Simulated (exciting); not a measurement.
## Electron–core-hole interaction in the O K spectrum of LuBrO

Aim: the O K absorption edge of LuBrO with the electron–hole interaction treated explicitly, and what each term of the kernel does.

Main program and level: exciting sodium; X-ray absorption, core-level Bethe-Salpeter equation, exchange and statically screened direct term, Tamm-Dancoff, all-electron LAPW+lo LDA.

**1. The starting structure**

It takes space group P4/nmm (No. 129, tetragonal). Conventional cell: a = 3.765 Å, b = 3.765 Å, c = 8.354 Å, α = 90.00°, β = 90.00°, γ = 90.00°. Nearest to Lu lie 4 O at 2.18 Å and 5 Br at 3.12 to 3.85 Å and 8 Lu at 3.47 to 3.76 Å. Nearest to Br lie 5 Lu at 3.12 to 3.85 Å. O has 4 Lu at 2.18 Å nearest. Farther neighbours and most contacts between anions are not listed.

Structure file:

```cif
data_structure
_symmetry_space_group_name_H-M 'P4/nmm:1'
_symmetry_Int_Tables_number 129
_cell_length_a 3.7646
_cell_length_b 3.7646
_cell_length_c 8.3540
_cell_angle_alpha 90.000
_cell_angle_beta 90.000
_cell_angle_gamma 90.000
_cell_volume 118.39
loop_
_atom_site_label
_atom_site_type_symbol
_atom_site_symmetry_multiplicity
_atom_site_Wyckoff_symbol
_atom_site_fract_x
_atom_site_fract_y
_atom_site_fract_z
_atom_site_occupancy
Lu1 Lu 2 c 0.50000 0.00000 0.63276 1
Br1 Br 2 c 0.00000 0.50000 0.82820 1
O1 O 2 b 0.50000 0.50000 0.50000 1
```

Differences between curves are given as r.m.s. difference over r.m.s. height.

**2. The self-consistent potential**

The species files are the program's own, with muffin-tin radii set in the input.

File input.xml:

```
<input>
  <title>LuBrO</title>
  <structure speciespath="." autormt="false" epslat="1.0e-5">
    <crystal>
      <basevect>7.1140629675 0.0000000000 0.0000000000</basevect>
      <basevect>0.0000000000 7.1140629675 0.0000000000</basevect>
      <basevect>0.0000000000 0.0000000000 15.7867720422</basevect>
    </crystal>
    <species speciesfile="Lu.xml" rmt="2.240">
      <atom coord="0.5000000000 0.0000000000 0.6327600000"/>
      <atom coord="0.0000000000 0.5000000000 0.3672400000"/>
    </species>
    <species speciesfile="Br.xml" rmt="2.300">
      <atom coord="0.0000000000 0.5000000000 0.8282000000"/>
      <atom coord="0.5000000000 0.0000000000 0.1718000000"/>
    </species>
    <species speciesfile="O.xml" rmt="1.765">
      <atom coord="0.5000000000 0.5000000000 0.5000000000"/>
      <atom coord="0.0000000000 0.0000000000 0.5000000000"/>
    </species>
  </structure>
  <groundstate do="fromscratch" xctype="LDA_PW" ngridk="4 4 2" rgkmax="7" gmaxvr="14" nempty="8" swidth="0.001" maxscl="100" epsengy="1e-5"/>
</input>
```

Launch:

```console
OMP_NUM_THREADS=1 mpirun -n 2 exciting
```

What it wrote:

```text
EXCITING SODIUM started
********************************************************************************
* Ground-state run starting from atomic densities                              *
********************************************************************************
+ Starting initialization                                                      +
 Lattice vectors (cartesian) :
      7.1140629675      0.0000000000      0.0000000000
      0.0000000000      7.1140629675      0.0000000000
      0.0000000000      0.0000000000     15.7867720422
 Reciprocal lattice vectors (cartesian) :
      0.8832063106      0.0000000000      0.0000000000
      0.0000000000      0.8832063106      0.0000000000
      0.0000000000      0.0000000000      0.3980031694
 Unit cell volume                           :     798.9668265934
 Brillouin zone volume                      :       0.3104637204
 Species :    1 (Lu)
     parameters loaded from                 :    Lu.xml
     name                                   :    lutetium
     nuclear charge                         :     -71.00000000
     electronic charge                      :      71.00000000
     atomic mass                            :  318945.32950000
     muffin-tin radius                      :       2.24000000
     # of radial points in muffin-tin       :     600
     atomic positions (lattice) :
       1 :   0.00000000  0.00000000  0.00000000
       2 :   0.50000000  0.50000000  0.73448000
 Species :    2 (Br)
     parameters loaded from                 :    Br.xml
     name                                   :    bromine
     nuclear charge                         :     -35.00000000
     electronic charge                      :      35.00000000
     atomic mass                            :  145656.08150000
     muffin-tin radius                      :       2.30000000
     # of radial points in muffin-tin       :     350
     atomic positions (lattice) :
       1 :   0.50000000  0.50000000  0.19544000
       2 :   0.00000000  0.00000000  0.53904000
 Species :    3 (O)
     parameters loaded from                 :    O.xml
     name                                   :    oxygen
     nuclear charge                         :      -8.00000000
     electronic charge                      :       8.00000000
     atomic mass                            :   29165.12203000
     muffin-tin radius                      :       1.76500000
     # of radial points in muffin-tin       :     250
     atomic positions (lattice) :
       1 :   0.00000000  0.50000000  0.86724000
       2 :   0.50000000  0.00000000  0.86724000
 Total number of atoms per unit cell        :       6
 Spin treatment                             :    spin-unpolarised
 Number of Bravais lattice symmetries       :      16
 Number of crystal symmetries               :      16
 k-point grid                               :       4    4    2
 Total number of k-points                   :      12
 k-point set is reduced with crystal symmetries
 R^MT_min * |G+k|_max (rgkmax)              :       7.00000000
 Species with R^MT_min                      :       3 (O)
 Maximum |G+k| for APW functions            :       3.96600567
 Maximum |G| for potential and density      :      14.00000000
 G-vector grid sizes                        :      32    32    72
 Total number of G-vectors                  :   37023
 Maximum angular momentum used for
     APW functions                          :       8
     computing H and O matrix elements      :       8
     potential and density                  :       8
     inner part of muffin-tin               :       2
 Total nuclear charge                       :    -228.00000000
 Total electronic charge                    :     228.00000000
 Total core charge                          :     132.00000000
 Total valence charge                       :      96.00000000
 Number of empty states                     :       8
 Total number of valence states             :      57
 Maximum Hamiltonian size                   :     938
 Maximum number of plane-waves              :     860
 Total number of local-orbitals             :      78
 Exchange-correlation type                  :       3
     Perdew-Wang, Phys. Rev. B 45, 13244 (1992)
 Smearing scheme                            :    Gaussian
 Smearing width                             :       0.00100000
 Using multisecant Broyden potential mixing
+ Ending initialization                                                        +
********************************************************************************
* Groundstate module started                                                   *
********************************************************************************
 Output level for this task is set to normal
+ Self-consistent loop started                                                 +
 Density and potential initialised from atomic data
+ SCF iteration number :    1                                                  +
 Total energy                               :    -34493.51888924
 _______________________________________________________________
 Fermi energy                               :         0.20994770
 Kinetic energy                             :     37970.19077232
 Coulomb energy                             :    -71682.33542643
 Exchange energy                            :      -759.26530862
 Correlation energy                         :       -22.10892652
 DOS at Fermi energy (states/Ha/cell)       :         0.00000000
 Electron charges :
     core                                   :       132.00000000
     core leakage                           :         0.00018164
     valence                                :        96.00000000
     interstitial                           :         9.11333610
     charge in muffin-tin spheres :
                  atom     1    Lu          :        67.91559414
                  atom     2    Lu          :        67.91559414
                  atom     3    Br          :        33.18827067
                  atom     4    Br          :        33.18827067
                  atom     5     O          :         8.33946714
                  atom     6     O          :         8.33946714
     total charge in muffin-tins            :       218.88666390
     total charge                           :       228.00000000
 Estimated fundamental gap                  :         0.15463498
        valence-band maximum at    2      0.2500  0.0000  0.0000
     conduction-band minimum at    1      0.0000  0.0000  0.0000
[... further iterations ...]
| Convergence targets achieved. Performing final SCF iteration                 +
 Total energy                               :    -34501.51928920
 _______________________________________________________________
 Fermi energy                               :         0.21510132
 Kinetic energy                             :     37966.70149232
 Coulomb energy                             :    -71687.14687975
 Exchange energy                            :      -758.98514808
 Correlation energy                         :       -22.08875369
 DOS at Fermi energy (states/Ha/cell)       :         0.00000000
 Electron charges :
     core                                   :       132.00000000
     core leakage                           :         0.00017989
     valence                                :        96.00000000
     interstitial                           :         9.82963860
     charge in muffin-tin spheres :
                  atom     1    Lu          :        68.16118876
                  atom     2    Lu          :        68.16118876
                  atom     3    Br          :        33.21850057
                  atom     4    Br          :        33.21850057
                  atom     5     O          :         7.70549138
                  atom     6     O          :         7.70549138
     total charge in muffin-tins            :       218.17036140
     total charge                           :       228.00000000
 Estimated fundamental gap                  :         0.14326445
        valence-band maximum at    1      0.0000  0.0000  0.0000
     conduction-band minimum at    1      0.0000  0.0000  0.0000
+ Self-consistent loop stopped                                                 +
 STATE.OUT is written
********************************************************************************
* Groundstate module stopped                                                   *
********************************************************************************
 Total time spent (seconds)                 :       173.94
| EXCITING SODIUM stopped                                                      =
```

Wall time 2.9 min (2 MPI ranks of Arm Neoverse V2, shared host).

The mesh shows a gap of 3.90 eV. Core levels (Dirac, from the valence top):

```csv
atom,level,energy (eV)
O,1s1/2,-499.9
```

**3. A richer basis for the empty states**

Each species file gets more local orbitals, built from u and its energy derivative at 0.15 Ha and u at 0.9 Ha.

input.xml is that of step 2.

File SPECIES.xml, added lines:

```
<lo l="L">  <!-- L = 0, 1, 2, and 3 from Cs on -->
  <wf matchingOrder="0" trialEnergy="0.1500" searchE="false"/>
  <wf matchingOrder="1" trialEnergy="0.1500" searchE="false"/>
  <wf matchingOrder="0" trialEnergy="0.9000" searchE="false"/>
</lo>
```

Launch:

```console
OMP_NUM_THREADS=1 mpirun -n 2 exciting
```

What it wrote:

```text
EXCITING SODIUM started
********************************************************************************
* Ground-state run starting from atomic densities                              *
********************************************************************************
+ Starting initialization                                                      +
[... lattice and species ...]
 Spin treatment                             :    spin-unpolarised
 Number of Bravais lattice symmetries       :      16
[...]
valence-band maximum at    1      0.0000  0.0000  0.0000
     conduction-band minimum at    1      0.0000  0.0000  0.0000
+ Self-consistent loop stopped                                                 +
 STATE.OUT is written
********************************************************************************
* Groundstate module stopped                                                   *
********************************************************************************
 Total time spent (seconds)                 :       187.14
| EXCITING SODIUM stopped                                                      =
[key lines of the parts left out:]
Total energy                               :    -34501.52173684
Fermi energy                               :         0.21533850
```

It took 3.1 min on 2 MPI ranks.

Against the first ground state the total energy moves by -11 meV an atom and the gap by 0.00 eV.

[end of part 1 of 3]

[Banner, clock and machine lines of the logs are left out without a mark of their own.]

[Logs are printed without paths, hosts, clocks, repeated set-up lines and the standing remarks that a program may print on its own settings, such as how far it seeks lower states.]

[Hosts, paths, dates, database ids (printed as entryN), source tags and the programs' standing remarks are cut or masked in the printed files.]
